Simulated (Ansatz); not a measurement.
# How Moissanite 6O SiC absorbs and reflects light, part 2 of 2

Aim: the dielectric function of Moissanite 6O SiC, and the optical constants that follow from it.

Ansatz 0.2.0; DFT, PBE, plane-wave PAW, default files, scalar-relativistic, independent-particle optical response without local fields.

So far. Step 2 (Ground state and bands): There is a gap, 1.88 eV on the path, so no carriers' term is needed. The cell is left with a pressure of 3.4 GPa and forces up to 0.73 eV/Å, as it stands unrelaxed at this level.

## Step 3: Spectrum

The spectrum is a sum over vertical transitions between filled and empty bands at the fixed density, so many empty bands are needed.

This step: DFT, PBE, plane-wave PAW, default files, scalar-relativistic, independent-particle optical response without local fields (Ansatz 0.2.0).

input.yaml reads:

```yaml
crystal:
  lattice:
    - [1.5389, -2.6675, 0.0]
    - [1.5389, 2.6675, 0.0]
    - [0.0, 0.0, 15.1219]
  atoms:
    - { symbol: Si, position: [0.1643, 0.8357, 0.80876] }
    - { symbol: Si, position: [0.8357, 0.1643, 0.30876] }
    - { symbol: Si, position: [0.4993, 0.5007, 0.9759] }
    - { symbol: Si, position: [0.5007, 0.4993, 0.4759] }
    - { symbol: Si, position: [0.8327, 0.1673, 0.642] }
    - { symbol: Si, position: [0.1673, 0.8327, 0.142] }
    - { symbol: C, position: [0.171, 0.829, 0.6832] }
    - { symbol: C, position: [0.829, 0.171, 0.1832] }
    - { symbol: C, position: [0.84, 0.16, 0.5183] }
    - { symbol: C, position: [0.16, 0.84, 0.0183] }
    - { symbol: C, position: [0.504, 0.496, 0.8497] }
    - { symbol: C, position: [0.496, 0.504, 0.3497] }
kpoints:
  mp_grid: { grid: [8, 8, 2] }
scf:
  occupations: { method: fixed }
hamiltonian:
  xc: pbe
  pseudopotentials: { kind: paw }
output:
  optics:
    e_range: [0, 14]
    de: 0.05
    sigma: 0.15
    nscf_kmesh: { grid: [8, 8, 2] }
    bands: { spectra_wanted_up_to: 14 }
```

On the command line:

```console
ansatz run input.yaml --threads 4 --pin off --max-ram 8192MiB --backend cpu --events-out ev --progress --plain --runs-dir out
```

Numbers of over 12 decimals in the logs are rounded to 6 here.

Output:

```text
[...]
Crystal: 12 atoms, lattice volume = 124.151 Å³
Basis set: ecut = 420 eV, 2415 PW (Γ)
Bands: 36, of which v1, the nominal top of the filled ones, is band 24 counted from 1 (23 counted from 0)
Symmetry: 4 space group operations
[...]
k-points: 42 of 128
[...]
SCF iter   1: F=—  HF=-5322.879709 eV  |F-HF|=—  |Δ(HF+E_count)|=         —  Δρ=2.58e-3  dr2=8.53e-3  ethr=1.77e-3  ⟨swp⟩=4.8  Hψ=6176  notcnv=0  defer=407
[...]
SCF iter  11: F=-5322.879736 eV  HF=-5322.879736 eV  |F-HF|=0.00e0  |Δ(HF+E_count)|=  2.36e-11  Δρ=3.41e-8  dr2=1.27e-12  ethr=1.00e-12  ⟨swp⟩=10.8  Hψ=6867  notcnv=0
SCF 1 converged in 11 iterations: F = -5322.879736 eV  dr2 = 1.27e-12
[...]
NSCF: frozen V_eff on 42 k-points
[...]
output.optics: what the bands over the 73 summed would add to eps1, eps2 and the energy-loss function is held between a lower and an upper bound (6 Lanczos steps). eps1, eps2 and their loss function (loss_summed_bands) are given on every row as the summed bands alone make them. Along an axis, on a row where the two bounds hold the loss function to about 1 % of the greater of itself and 0.5 % of |1/eps|, its cell (loss_completed) is given, with the completed eps1 and eps2 that it is formed of (a cell that is left empty reads nan in the table and null in the record). The two bounds hold it so along every axis on all 281 rows up to 14.000 eV. [rest of the remark cut]
SCF converged after 11 iterations
Free energy (F): -5322.879736 eV
[...]
Internal energy: -5322.879736 eV  (E = F + TS)
E sigma→0 (E₀):  -5322.879736 eV
Fermi energy:    9.628523 eV
[...]
--- Band table (eV; the first three rows and the last of 42) ---
  k-point 0: bands = [... 20 lower, 9.3016, 9.4131, 9.5193, 9.6285, 14.7064, 14.8629, 15.3048, 15.7976, ... 8 higher]
  k-point 1: bands = [... 20 lower, 9.3166, 9.3166, 9.5361, 9.5361, 14.7699, 14.7699, 15.5288, 15.5288, ... 8 higher]
  k-point 2: bands = [... 20 lower, 9.0045, 9.0075, 9.3386, 9.4693, 14.7890, 15.1172, 15.2049, 15.7705, ... 8 higher]
  k-point 41: bands = [... 20 lower, 7.8228, 7.8228, 8.1397, 8.1397, 11.5807, 11.5807, 12.9206, 12.9206, ... 8 higher]
```

Run time: 1.9 min. Hardware: 4 threads of Arm Neoverse V1, shared host; peak memory 1.7 GiB; 7.4 min of CPU time.

This step gave:

* electronic dielectric constant ε∞, mean over x, y and z (by symmetry where fewer were run): 7.319
* absorption onset, first axis (α over 10⁴ cm⁻¹, or the direct gap if that lies higher): 3.669 eV
* main peak of Im epsilon, first axis: 6.913 eV
* photocurrent from vertical transitions in a film 500 nm thick on a perfect mirror (two passes), AM1.5G, no front reflection, all carriers collected: 0.4838 mA/cm²
* least direct gap on the mesh: 3.120 eV
* bands summed: 73
* spectra valid up to: 18.90 eV
* program's estimate of the k-sum error in Im epsilon: 0.05 %
* electrons in the f-sum: 39.00

The Im ε by photon energy; read off at these points:

```csv
photon energy (eV),E ∥ x,E ∥ y,E ∥ z
2.50,0,0,0
3.00,0.00118,0.00355,5.8e-4
3.50,0.0620,0.128,0.281
4.00,0.430,0.402,2.20
4.50,0.808,0.797,2.81
5.00,2.32,2.45,3.66
5.50,7.30,7.66,7.98
6.00,13.1,13.6,13.6
6.50,16.1,17.5,13.1
6.80,19.2,21.4,16.1
6.90,19.9,20.9,15.9
7.00,19.4,18.9,15.4
7.50,13.0,13.0,14.7
8.00,13.6,13.3,16.2
8.20,14.5,13.8,16.6
8.50,12.8,11.9,13.9
9.00,9.91,9.64,8.65
9.50,7.92,7.82,6.81
10.00,5.98,5.87,5.90
10.50,4.63,4.55,4.13
11.00,3.67,3.59,3.35
11.50,3.18,3.09,2.88
12.00,2.74,2.69,2.72
12.50,2.29,2.20,2.50
13.00,1.99,1.93,2.09
13.50,1.69,1.67,1.65
14.00,1.48,1.47,1.32
```

Table of Re ε by photon energy:

```csv
photon energy (eV),E ∥ x,E ∥ y,E ∥ z
0.0,7.20,7.28,7.48
0.5,7.23,7.31,7.52
1.0,7.32,7.41,7.63
1.5,7.48,7.57,7.82
2.0,7.73,7.83,8.12
2.5,8.08,8.20,8.57
3.0,8.60,8.75,9.28
3.5,9.41,9.59,10.8
4.0,10.4,10.5,11.4
4.5,12.0,12.2,11.5
5.0,14.7,15.2,13.5
5.5,16.5,16.7,15.2
6.0,15.2,15.5,12.8
6.5,11.4,11.4,10.5
7.0,3.00,0.536,5.33
7.5,0.418,-0.127,4.04
8.0,1.32,0.325,0.150
8.5,-3.23,-3.25,-5.86
9.0,-4.85,-4.52,-6.07
9.5,-4.99,-4.96,-4.75
10.0,-4.91,-4.89,-4.80
10.5,-4.45,-4.43,-4.53
11.0,-3.86,-3.87,-3.68
11.5,-3.25,-3.24,-2.94
12.0,-3.10,-3.09,-2.72
12.5,-2.79,-2.74,-2.71
13.0,-2.47,-2.42,-2.59
13.5,-2.27,-2.23,-2.39
14.0,-2.03,-2.01,-2.03
```

Values under 1 per cm are given as 1. The absorption coefficient by photon energy:

```
photon energy (eV)  E ∥ x (1/cm)  E ∥ y (1/cm)  E ∥ z (1/cm)
               0.0             1             1             1
               0.5             1             1             1
               1.0             1             1             1
               1.5             1             1             1
               2.0             1             1             1
               2.5             1             1             1
               3.0          61.3           182          28.9
               3.5          3587          7305         15184
               4.0         27019         25129         1.3e5
               4.5         53122         51937         1.9e5
               5.0         1.5e5         1.6e5         2.5e5
               5.5         4.9e5         5.1e5         5.5e5
               6.0         9.5e5         9.7e5         1.0e6
               6.5         1.3e6         1.4e6         1.2e6
               7.0         2.0e6         2.1e6         1.7e6
               7.5         1.9e6         1.9e6         1.8e6
               8.0         2.0e6         2.1e6         2.3e6
               8.5         2.5e6         2.4e6         2.8e6
               9.0         2.6e6         2.5e6         2.6e6
               9.5         2.6e6         2.6e6         2.5e6
              10.0         2.5e6         2.5e6         2.5e6
              10.5         2.5e6         2.5e6         2.5e6
              11.0         2.4e6         2.4e6         2.3e6
              11.5         2.3e6         2.3e6         2.2e6
              12.0         2.3e6         2.3e6         2.2e6
              12.5         2.3e6         2.2e6         2.3e6
              13.0         2.2e6         2.2e6         2.3e6
              13.5         2.2e6         2.2e6         2.2e6
              14.0         2.1e6         2.1e6         2.1e6
```

The reflectivity at normal incidence by photon energy; read off at these points:

```
photon energy (eV)  E ∥ x (%)  E ∥ y (%)  E ∥ z (%)
             0.000       20.9       21.1       21.6
             0.250       20.9       21.1       21.6
             0.500       21.0       21.2       21.7
             0.750       21.0       21.3       21.8
             1.000       21.2       21.4       21.9
             1.250       21.4       21.6       22.1
             1.500       21.6       21.8       22.4
             1.750       21.8       22.1       22.7
             2.000       22.2       22.4       23.1
             2.250       22.6       22.8       23.5
             2.500       23.0       23.3       24.1
             2.750       23.5       23.8       24.7
             3.000       24.2       24.5       25.6
             3.250       24.9       25.3       26.7
             3.500       25.8       26.2       28.5
             3.750       26.9       27.1       30.0
             4.000       27.7       28.0       30.0
             4.250       29.0       29.3       30.4
             4.500       30.5       30.9       30.6
             4.750       32.4       32.9       31.8
             5.000       34.7       35.4       33.8
             5.250       37.3       38.0       36.3
             5.500       39.2       39.6       38.6
             5.750       40.9       41.5       39.9
             6.000       43.0       43.6       42.6
             6.250       43.4       44.7       40.5
             6.500       44.8       46.3       41.3
             6.750       47.6       50.2       44.8
             6.950       50.4       52.5       45.1
             7.000       50.8       52.3       44.9
             7.050       51.0       51.7       44.8
             7.250       49.1       49.2       44.6
             7.500       46.1       46.7       44.7
             7.750       43.9       44.8       48.0
             8.000       45.6       46.6       50.1
             8.250       49.8       50.3       53.9
             8.500       52.2       51.6       57.8
             8.750       53.3       52.7       59.4
             9.000       54.8       53.8       58.8
             9.250       54.3       54.1       57.3
             9.500       55.6       55.5       55.5
             9.750       56.7       56.7       55.6
            10.000       57.2       57.3       56.8
            10.250       57.5       57.6       59.4
            10.450       57.7       57.8       60.0
            10.500       57.8       57.9       59.9
            10.550       57.8       57.9       59.8
            10.750       57.7       57.9       58.8
            11.000       57.4       57.8       57.6
            11.250       56.6       57.0       57.1
            11.500       55.0       55.4       53.8
            11.750       55.2       55.3       52.8
            12.000       56.2       56.4       52.7
            12.250       56.3       56.9       51.9
            12.500       56.6       56.7       54.1
            12.750       56.2       56.1       54.7
            13.000       55.8       55.8       56.2
            13.250       56.2       55.7       57.5
            13.500       56.6       56.4       58.7
            13.750       56.5       56.4       59.7
            14.000       56.4       56.2       58.8
```

The loss function −Im 1/ε at q → 0 by energy loss; read off at these points:

| energy loss (eV) | E ∥ x | E ∥ y | E ∥ z |
| --- | --- | --- | --- |
| 2.5 | 0 | 0 | 0 |
| 3.0 | 1.6e-5 | 4.6e-5 | 6.7e-6 |
| 3.5 | 7.0e-4 | 0.00139 | 0.00241 |
| 4.0 | 0.00398 | 0.00363 | 0.0164 |
| 4.5 | 0.00558 | 0.00530 | 0.0200 |
| 5.0 | 0.0105 | 0.0103 | 0.0187 |
| 5.5 | 0.0224 | 0.0227 | 0.0272 |
| 6.0 | 0.0326 | 0.0319 | 0.0389 |
| 6.5 | 0.0414 | 0.0401 | 0.0463 |
| 7.0 | 0.0503 | 0.0530 | 0.0580 |
| 7.5 | 0.0766 | 0.0772 | 0.0632 |
| 8.0 | 0.0730 | 0.0750 | 0.0617 |
| 8.5 | 0.0734 | 0.0780 | 0.0612 |
| 9.0 | 0.0814 | 0.0851 | 0.0775 |
| 9.5 | 0.0904 | 0.0912 | 0.0988 |
| 10.0 | 0.0999 | 0.101 | 0.102 |
| 10.5 | 0.112 | 0.113 | 0.110 |
| 11.0 | 0.129 | 0.129 | 0.135 |
| 11.5 | 0.154 | 0.154 | 0.170 |
| 12.0 | 0.160 | 0.160 | 0.184 |
| 12.5 | 0.176 | 0.178 | 0.184 |
| 13.0 | 0.197 | 0.201 | 0.189 |
| 13.5 | 0.212 | 0.215 | 0.196 |
| 14.0 | 0.234 | 0.237 | 0.225 |

Optical constants at common wavelengths, from n + ik = √ε:

```
wavelength (nm)   n x    k x  R (%) x      1/α x   n y    k y  R (%) y      1/α y
           1550  2.70  0.000     21.1  over 1 mm  2.71  0.000     21.3  over 1 mm
            800  2.74  0.000     21.6  over 1 mm  2.76  0.000     21.9  over 1 mm
            633  2.78  0.000     22.1  over 1 mm  2.79  0.000     22.3  over 1 mm
            450  2.88  0.000     23.5  over 1 mm  2.91  0.000     23.8  over 1 mm
            405  2.95  0.001     24.3      55 µm  2.97  0.002     24.7      20 µm
            248  3.85  0.301     34.7      66 nm  3.91  0.313     35.4      63 nm
            193  3.94  1.946     44.1     7.9 nm  4.02  2.083     45.6     7.4 nm
```

Rows near the edge hang on the gap, which this functional as a rule makes too small, and phonon-assisted absorption is left out.

Through 1 µm of it, D65 light comes out colourless, dimmed by reflection (x = 0.315, y = 0.332; 63 % transmitted).

The f-sum over the summed bands holds 39.0 of the cell's 48 electrons outside the frozen cores. Up to 14 eV the strength has a mean oscillator energy of 7.9 eV, close to the main peak.

## Step 4: Static response with local fields

A static field by perturbation theory: the induced potential is included, and the Born charges come with it.

This step: DFT, PBE, plane-wave PAW, default files, scalar-relativistic, static field response by perturbation theory with local fields (Ansatz 0.2.0).

Changes to input.yaml since step 3:

```diff
@@ -25,8 +25,2 @@
   pseudopotentials: { kind: paw }
-output:
-  optics:
-    e_range: [0, 14]
-    de: 0.05
-    sigma: 0.15
-    nscf_kmesh: { grid: [8, 8, 2] }
-    bands: { spectra_wanted_up_to: 14 }
+dielectric: {}
```

Output:

```text
[...]
Crystal: 12 atoms, lattice volume = 124.151 Å³
Basis set: ecut = 420 eV, 2415 PW (Γ), exchange–correlation on 48×48×216 points (8 copies of the dense FFT grid, shifted against one another)
Bands: 36, of which v1, the nominal top of the filled ones, is band 24 counted from 1 (23 counted from 0)
Symmetry: 4 space group operations
k-points: 68 of 128 (irreducible under 1 space group operation, time reversal used)
[...]
SCF iter   1: F=—  HF=-5322.879838 eV  |F-HF|=—  |Δ(HF+E_count)|=         —  Δρ=2.58e-3  dr2=8.53e-3  ethr=1.77e-3  ⟨swp⟩=4.8  Hψ=9989  notcnv=0  defer=664
[...]
SCF iter  10: F=-5322.879869 eV  HF=-5322.879869 eV  |F-HF|=2.09e-11  |Δ(HF+E_count)|=  6.46e-10  Δρ=1.27e-7  dr2=1.37e-11  ethr=1.00e-12  ⟨swp⟩=11.8  Hψ=11671  notcnv=0
SCF 1 converged in 10 iterations: F = -5322.879869 eV  dr2 = 1.37e-11
[...]
DFPT response loops at Γ: preconditioner auto → Resta (q_TF=auto, 2.329 Å⁻¹)  ε∞=5.7 (no band partly filled); β = 1.00, the filter's whole step (`scf.mixing.beta` (0.50) is not read by the response loops at its default; to damp them type it under 1.00, their step now; it binds the ground state too); Broyden in place of MSR1
── the response to a field inside a basis, on 10×10×2 k-points: an SCF that follows is theirs, and a resumed run solves both again ──
Bands: 25, of which v1, the nominal top of the filled ones, is band 24 counted from 1 (23 counted from 0)
k-points: 30 of 200 (time reversal used)
[...]
Eigensolver: Dense (30 Hₖ)
SCF iter   1: F=—  HF=-5322.720329 eV  |F-HF|=—  |Δ(HF+E_count)|=         —  Δρ=3.87e-4  dr2=6.21e-5  ethr=1.00e-1
[...]
SCF iter   5: F=-5322.720380 eV  HF=-5322.720380 eV  |F-HF|=2.14e-8  |Δ(HF+E_count)|=   1.24e-7  Δρ=4.53e-6  dr2=4.32e-8  ethr=1.48e-9
SCF 1 converged in 5 iterations: F = -5322.720380 eV  dr2 = 4.32e-8
[...]
SCF converged after 10 iterations
Free energy (F): -5322.879869 eV
[...]
Internal energy: -5322.879869 eV  (E = F + TS)
E sigma→0 (E₀):  -5322.879869 eV
Fermi energy:    9.628534 eV
[...]
--- Band table (eV; the first three rows and the last of 68) ---
  k-point 0: bands = [... 20 lower, 9.3016, 9.4131, 9.5193, 9.6285, 14.7064, 14.8629, 15.3048, 15.7976, ... 8 higher]
  k-point 1: bands = [... 20 lower, 9.3166, 9.3166, 9.5361, 9.5361, 14.7699, 14.7699, 15.5288, 15.5288, ... 8 higher]
  k-point 2: bands = [... 20 lower, 9.0046, 9.0075, 9.3386, 9.4693, 14.7890, 15.1172, 15.2049, 15.7705, ... 8 higher]
  k-point 67: bands = [... 20 lower, 7.8229, 7.8229, 8.1397, 8.1397, 11.5807, 11.5807, 12.9206, 12.9206, ... 8 higher]
--- Dielectric response (ions clamped): 3 representative field directions + reference, inside a basis on a mesh of 200 k-points (Σ response iterations 9) ---
  ε∞ (high-frequency dielectric tensor):
        6.962816     0.000000     0.000000
        0.000000     7.035322     0.000000
        0.000000     0.000000     7.249374
  Born effective charges Z* (e; rows j = field, columns β = displacement):
    site 0:
         2.69874    0.00000    0.00000
         0.00000    2.70237    0.00152
         0.00000   -0.00429    2.86692
    site 1:
         2.69874    0.00000    0.00000
         0.00000    2.70237   -0.00152
         0.00000    0.00429    2.86692
    site 2:
         2.68376    0.00000    0.00000
         0.00000    2.68609   -0.01922
         0.00000    0.01825    2.59741
    site 3:
         2.68376    0.00000    0.00000
         0.00000    2.68609    0.01922
         0.00000   -0.01825    2.59741
    site 4:
         2.72031    0.00000    0.00000
         0.00000    2.72177    0.01357
         0.00000    0.01144    2.81884
    site 5:
         2.72031    0.00000    0.00000
         0.00000    2.72177   -0.01357
         0.00000   -0.01144    2.81884
    site 6:
        -2.70747    0.00000    0.00000
         0.00000   -2.70764   -0.01174
         0.00000   -0.00664   -2.74886
    site 7:
        -2.70747    0.00000    0.00000
         0.00000   -2.70764    0.01174
         0.00000    0.00664   -2.74886
    site 8:
        -2.68550    0.00000    0.00000
         0.00000   -2.67696   -0.01174
         0.00000   -0.01340   -2.84761
    site 9:
        -2.68550    0.00000    0.00000
         0.00000   -2.67696    0.01174
         0.00000    0.01340   -2.84761
    site 10:
        -2.70982    0.00000    0.00000
         0.00000   -2.72563   -0.01032
         0.00000    0.00313   -2.68670
    site 11:
        -2.70982    0.00000    0.00000
         0.00000   -2.72563    0.01032
         0.00000   -0.00313   -2.68670
  Z* charge neutrality: 3.344e-2 e pre-enforcement
  solved inside a basis spanned on kpoints, on 10×10×2 k-points, its susceptibility summed on 12×12×2: ε∞ is read to err by 5.8e-2, Z* by 3.3e-2 e (field_mesh: kpoints solves on kpoints); Z* is corrected for what the basis lacks
```

Run time: 66 s. Hardware: 4 threads; peak memory 1.6 GiB.

This step gave:

| Property | Result |
| --- | --- |
| electronic dielectric constant ε∞, mean over x, y and z (by symmetry where fewer were run) | 7.083 |

ε∞ with local fields:

```
6.96 0.00 0.00
0.00 7.04 0.00
0.00 0.00 7.25
```

Diagonal elements. Born, by row:

```
atom  Z*xx (e)  Z*yy (e)  Z*zz (e)
 Si1     2.699     2.702     2.867
 Si2     2.699     2.702     2.867
 Si3     2.684     2.686     2.597
 Si4     2.684     2.686     2.597
 Si5      2.72     2.722     2.819
 Si6      2.72     2.722     2.819
  C7    -2.707    -2.708    -2.749
  C8    -2.707    -2.708    -2.749
  C9    -2.686    -2.677    -2.848
 C10    -2.686    -2.677    -2.848
 C11     -2.71    -2.726    -2.687
 C12     -2.71    -2.726    -2.687
```

Mean Born charges are Si +2.72 and C -2.72, against formal valences of +4 and -4. They fall short of the ionic values, as in covalent bonds.

## Step 5: Results

```
gap on the path                                                                                                                                     : 1.88 eV
least direct gap on the path                                                                                                                        : 3.12 eV
electronic dielectric constant ε∞, mean over x, y and z (by symmetry where fewer were run) (independent particles)                                  : 7.32
absorption onset, first axis (α over 10⁴ cm⁻¹, or the direct gap if that lies higher)                                                               : 3.67 eV
main peak of Im epsilon, first axis                                                                                                                 : 6.91 eV
photocurrent from vertical transitions in a film 500 nm thick on a perfect mirror (two passes), AM1.5G, no front reflection, all carriers collected : 0.484 mA/cm²
electronic dielectric constant ε∞, mean over x, y and z (by symmetry where fewer were run) (static response with local fields)                      : 7.08
```

At this level (PBE, independent particles) SiC has a mean ε∞ = 7.32 (7.08 with local fields) and n = 2.70 at 1550 nm (E ∥ x); absorption sets in near 3.7 eV, and Im ε peaks at 6.9 eV (E ∥ x). The gap is indirect (1.88 eV), so absorption without phonons can begin only at the direct gap of 3.12 eV. The absorption coefficient passes 10⁴ cm⁻¹ only at 3.67 eV, 0.55 eV above the least direct gap: the lowest transitions are weak or forbidden for this polarisation, or few states take part. Distinct maxima of Im ε, read by a parabola through the highest points, lie at 6.91 eV (20) and 8.21 eV (14) for E ∥ x. The static values by axis are 7.20 (x), 7.28 (y), 7.48 (z). The f-sum over the summed bands holds 39.0 of the cell's 48 electrons outside the frozen cores. Up to 14 eV the strength has a mean oscillator energy of 7.9 eV, close to the main peak. Through 1 µm of it, D65 light comes out colourless, dimmed by reflection (x = 0.315, y = 0.332; 63 % transmitted). With local fields and the functional's kernel the static response is 7.08 against 7.32 for independent particles (-3 %). In the base spectrum excitons and phonon-assisted transitions are missing, and so are local fields; PBE gaps are as a rule too small, which pulls the onset down and ε∞ up. In the base run ε includes the program's bounded estimate of what the bands above those summed add.

[Logs are printed without paths, hosts, clocks, repeated set-up lines and the standing remarks that a program may print on its own settings, such as how far it seeks lower states.]

[Hosts, paths, dates, database ids (printed as entryN), source tags and the programs' standing remarks are cut or masked in the printed files.]
